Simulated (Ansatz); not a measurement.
# Au wire along [110], 17 atoms a period: bands along the axis, part 2 of 2

Wanted: the relaxed geometry and the bands of the Au wire along [110], 17 atoms a period.

Ansatz 0.2.0; DFT PBE, plane waves, PAW; relaxation of a wire's period; PAW set soft_1 (the session's first sound run).

So far: Set-up; The relaxed wire.

## Step 2: The relaxed wire (continued)

Step by step:

| step | energy less that of the first step (eV) | largest force component (eV/Å) | pressure (GPa) | volume (Å³) |
| --- | --- | --- | --- | --- |
| 1 | 0.0000 | 0.4751 | -2.48 | 694.94 |
| 2 | -0.4872 | 0.4557 | 1.87 | 661.19 |
| 3 | -0.7004 | 0.1557 | -0.02 | 664.52 |
| 4 | -0.7487 | 0.0659 | -0.02 | 660.17 |
| 5 | -0.7494 | 0.0664 | 0.00 | 659.18 |
| 6 | -0.7533 | 0.0165 | 0.05 | 658.15 |
| 7 | -0.7542 | 0.0044 | 0.03 | 658.75 |
| 8* | -0.7485 | 0.0046 | 0.02 | 658.75 |

Relaxation steps marked * repeat the geometry before them on a plane-wave basis chosen anew for their cell, so energy and pressure can jump there.

The run keeps the 8 symmetry operations that it works with, so distortions that break them were not tested.

| cell as run | before | after | change |
| --- | --- | --- | --- |
| c (Å) | 2.942 | 2.788 | -5.2 % |

The atoms that moved most (Å, along periodic axes as changes of fractional coordinates times the final cell, across vacuum about the mean position):

| atom | dx | dy | dz | length |
| --- | --- | --- | --- | --- |
| Au16 | 0.000 | -0.379 | 0.000 | 0.379 |
| Au3 | 0.000 | 0.379 | 0.000 | 0.379 |
| Au11 | 0.201 | 0.047 | 0.000 | 0.207 |
| Au7 | -0.201 | 0.047 | 0.000 | 0.207 |
| Au14 | 0.201 | -0.047 | 0.000 | 0.207 |
| Au10 | -0.201 | -0.047 | 0.000 | 0.207 |
| Au1 | -0.063 | -0.170 | 0.000 | 0.181 |
| Au5 | 0.063 | -0.170 | 0.000 | 0.181 |

This step gave:

- energy at zero smearing: -223564.6221 eV
- cell length along the wire: 2.788 Å

The cell's length comes to 2.788 Å with spin left out.

## Step 3: The wire at its relaxed period

This step: DFT PBE, plane waves, PAW; bands of a perfect wire; PAW set soft_1 (Ansatz 0.2.0).

At the relaxed period the bands are computed along the axis; those that cross an energy going forward count the channels that a perfect wire would open there.

The input, input.yaml:

```yaml
crystal:
  lattice:
    - [15.12, 0.0, 0.0]
    - [0.0, 15.625, 0.0]
    - [0.0, 0.0, 2.7883654962]
  atoms:
    - { symbol: Au, position: [0.220684452, 0.677410476, 0.0] }
    - { symbol: Au, position: [0.21724761, 0.5, 0.0] }
    - { symbol: Au, position: [0.5, 0.712499, 0.0] }
    - { symbol: Au, position: [0.5, 0.5, 0.0] }
    - { symbol: Au, position: [0.779315548, 0.677410476, 0.0] }
    - { symbol: Au, position: [0.78275239, 0.5, 0.0] }
    - { symbol: Au, position: [0.349127846, 0.220632246, 0.5] }
    - { symbol: Au, position: [0.366685796, 0.405640134, 0.5] }
    - { symbol: Au, position: [0.366685796, 0.594359866, 0.5] }
    - { symbol: Au, position: [0.349127846, 0.779367754, 0.5] }
    - { symbol: Au, position: [0.650872154, 0.220632246, 0.5] }
    - { symbol: Au, position: [0.633314204, 0.405640134, 0.5] }
    - { symbol: Au, position: [0.633314204, 0.594359866, 0.5] }
    - { symbol: Au, position: [0.650872154, 0.779367754, 0.5] }
    - { symbol: Au, position: [0.220684452, 0.322589524, 0.0] }
    - { symbol: Au, position: [0.5, 0.287501, 0.0] }
    - { symbol: Au, position: [0.779315548, 0.322589524, 0.0] }
kpoints:
  mp_grid: { grid: [1, 1, 29] }
  band_path: { path: ["Γ", Z], npoints: 90 }
scf:
  occupations: { method: fermi_dirac, width: 0.05 }
hamiltonian:
  xc: pbe
  pseudopotentials: { kind: paw, azcp: { folder: soft_1 } }
output:
  dos: { e_range: [-5, 4] }
  write_potential: true
  write_density: true
  volumetric_format: npy
```

Started as:

```
$ ansatz run input.yaml --threads 4 --pin off --max-ram 16384MiB --backend cpu --events-out ev --progress --plain --runs-dir out
```

Numbers of over 12 decimals in the logs are rounded to 6 here.

The program printed:

```text
[...]
Crystal: 17 atoms, lattice volume = 658.751 Å³
Basis set: ecut = 420 eV, 12935 PW (Γ)
Bands: 194, of which v1, the nominal top of the filled ones, is band 162 counted from 1 (161 counted from 0)
Symmetry: 8 space group operations
[...]
k-points: 15 of 29
[...]
SCF iter   1: F=—  HF=-223568.335970 eV  |F-HF|=—  |Δ(HF+E_count)|=         —  Δρ=4.19e-2  dr2=1.42e1  ethr=3.10e-3  ⟨swp⟩=6.3  Hψ=11129  notcnv=0  defer=67
[...]
SCF iter  10: F=-223564.652302 eV  HF=-223564.652302 eV  |F-HF|=1.54e-8  |Δ(HF+E_count)|=   2.17e-8  Δρ=2.66e-6  dr2=6.17e-8  ethr=3.10e-11  ⟨swp⟩=11.3  Hψ=12618  notcnv=0
SCF 1 converged in 10 iterations: F = -223564.652302 eV  dr2 = 6.17e-8
[...]
NSCF: frozen V_eff on 91 k-points
WARN: The output density's exchange-correlation potential varies sharply where the density is thin. Do not read a vacuum level from v_tot or v_xc, or from such a field of the output density. On a cell that repeats whose density bears no net charge and no dipole along the vacuum's axis use v_es (v_loc + v_h of the components); under efield.dipole_correction with no amplitude use v_es + v_field, which holds any externa [...]
SCF converged after 10 iterations
Free energy (F): -223564.652302 eV
[...]
Internal energy: -223564.611378 eV  (E = F + TS)
E sigma→0 (E₀):  -223564.631840 eV
Entropy (-TS):   -0.040925 eV (-2.407 meV/atom)
Fermi energy:    6.084708 eV
[...]
--- Band table (eV; the first three rows and the last of 15) ---
  k-point 0: bands = [... 158 lower, 4.4859, 4.5592, 4.5880, 4.6442, 5.0507, 5.1168, 5.1689, 6.0194, ... 28 higher]
  k-point 1: bands = [... 158 lower, 4.4475, 4.5365, 4.6209, 4.6410, 5.0830, 5.1545, 5.2599, 6.0728, ... 28 higher]
  k-point 2: bands = [... 158 lower, 4.4268, 4.5274, 4.5671, 4.7930, 5.1675, 5.2564, 5.4614, 6.2152, ... 28 higher]
  k-point 14: bands = [... 158 lower, 7.3541, 7.4974, 7.5465, 7.7441, 8.3822, 8.4861, 8.5347, 8.6663, ... 28 higher]
```

Elapsed: 3.4 min, on 4 threads of Arm Neoverse V1, shared host; peak memory 5.8 GiB.

This step gave:

```
energy at zero smearing : -223564.6318 eV
band gap                : 0 eV
```

The electronic bands at the labelled points (eV, zero at the Fermi level; # counts the bands kept):

| point | #61 | #62 | #63 | #64 | #65 | #66 | #67 | #68 |
| --- | --- | --- | --- | --- | --- | --- | --- | --- |
| Γ | -1.60 | -1.53 | -1.50 | -1.44 | -1.03 | -0.97 | -0.92 | -0.07 |
| halfway | -1.53 | -0.98 | -0.71 | -0.03 | 0.04 | 0.23 | 0.72 | 1.33 |
| Z | 1.23 | 1.28 | 1.70 | 1.72 | 1.99 | 2.16 | 2.61 | 2.73 |

Between Γ and Z the bands cross the Fermi level 13 times, so a perfect wire would conduct at least 13 G₀, with spin left out.

## Step 4: Outcome

| Property | Result |
| --- | --- |
| cell length, PBE | 2.788 Å |
| ballistic conductance by band crossings, a lower bound, PBE | 13 G₀ |

In words: Under PBE the cell's length is 2.79 Å, and the bands cross the Fermi level 13 times between Γ and Z, which gives a perfect wire at least 13 G₀ (opposite crossings within one step of the path cancel in such a count). Spin-orbit coupling is left out, which matters for the bands of heavy atoms.

[Logs are printed without paths, hosts, clocks, repeated set-up lines and the standing remarks that a program may print on its own settings, such as how far it seeks lower states.]

[Hosts, paths, dates, database ids (printed as entryN), source tags and the programs' standing remarks are cut or masked in the printed files.]
